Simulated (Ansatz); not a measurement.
Two G0W0 runs on WSi2N4/WSi2N4 (MoSi2N4 type bilayer).

The cell holds 14 atoms: 2 W, 8 N and 4 Si. Its edges and angles: a = 2.883 Å, b = 2.883 Å, c = 56.600 Å, α = 90.0°, β = 90.0°, γ = 120.0°. It derives from N4Si2W1. Regions: layer 1 (WSi2N4), 7 atoms (1 W, 4 N and 2 Si); layer 2 (WSi2N4), 7 atoms (1 W, 4 N and 2 Si). Vacuum lies along c.

```xyz
14
Lattice="2.8834 0.0000 0.0000 -1.4417 2.4971 0.0000 0.0000 0.0000 56.6000" Properties=species:S:1:pos:R:3
W     0.0000    0.0000   23.4350
N     0.0000    1.6647   24.6763
N     0.0000    1.6647   22.1925
Si    0.0000    1.6647   26.4097
Si    0.0000    1.6647   20.4574
N     1.4417    0.8324   26.9090
N     1.4417    0.8324   19.9498
W     1.4417    0.8324   33.1650
N     0.0000    0.0000   34.4075
N     0.0000    0.0000   31.9238
Si    0.0000    0.0000   36.1426
Si    0.0000    0.0000   30.1906
N     0.0000    1.6647   36.6502
N     0.0000    1.6647   29.6892
```

The structure was relaxed with PBEsol-D3(BJ). The runs that relaxed it are not among those shown. Spin-orbit coupling is left out unless a run names it.

The first (Ansatz 0.2.0; start PBEsol, 9×9×1 mesh, 601 empty bands, screening to 75 eV, PAW set soft_1 files; 1 × NVIDIA H100 80GB HBM3 (shared by 6 runs) with 3 threads of AMD EPYC 7R13 (Zen 3), shared host) gave, on its mesh: starting gap 1.83 eV, G0W0 gap 2.65 eV, mean of 1 + 4πα/V (set by the cell height) 2.78, 3.8 min.

The second changes empty bands from 601 to 242 and screening cutoff (eV) from 75.0 to 41. What does it give?

It gave: starting gap 1.83 eV, G0W0 gap 2.69 eV, mean of 1 + 4πα/V (set by the cell height) 2.79, 99 s. The G0W0 gap moves by +0.04 eV, −0.0001 eV from the start and +0.04 eV from the correction. Σc changes by +0.33 eV at the valence top and +0.37 eV at the conduction bottom, and Σx − Vxc between them by +0.00 eV.

Limits: not at the basis limit; coarse mesh for a sheet; no spin-orbit coupling.

[Paths, hosts, dates, memory and timing lines, banners, echoed tables and standing remarks are left out of the program output.]

[Logs are printed without paths, hosts, clocks, repeated set-up lines and the standing remarks that a program may print on its own settings, such as how far it seeks lower states.]

[Runs of the session that timed out or met a known fault of the program may be left out.]

[Cells called generated may have been cut or substituted from an entry of the Crystallography Open Database or the Materials Project.]

[Hosts, paths, dates, database ids (printed as entryN), source tags and the programs' standing remarks are cut or masked in the printed files.]
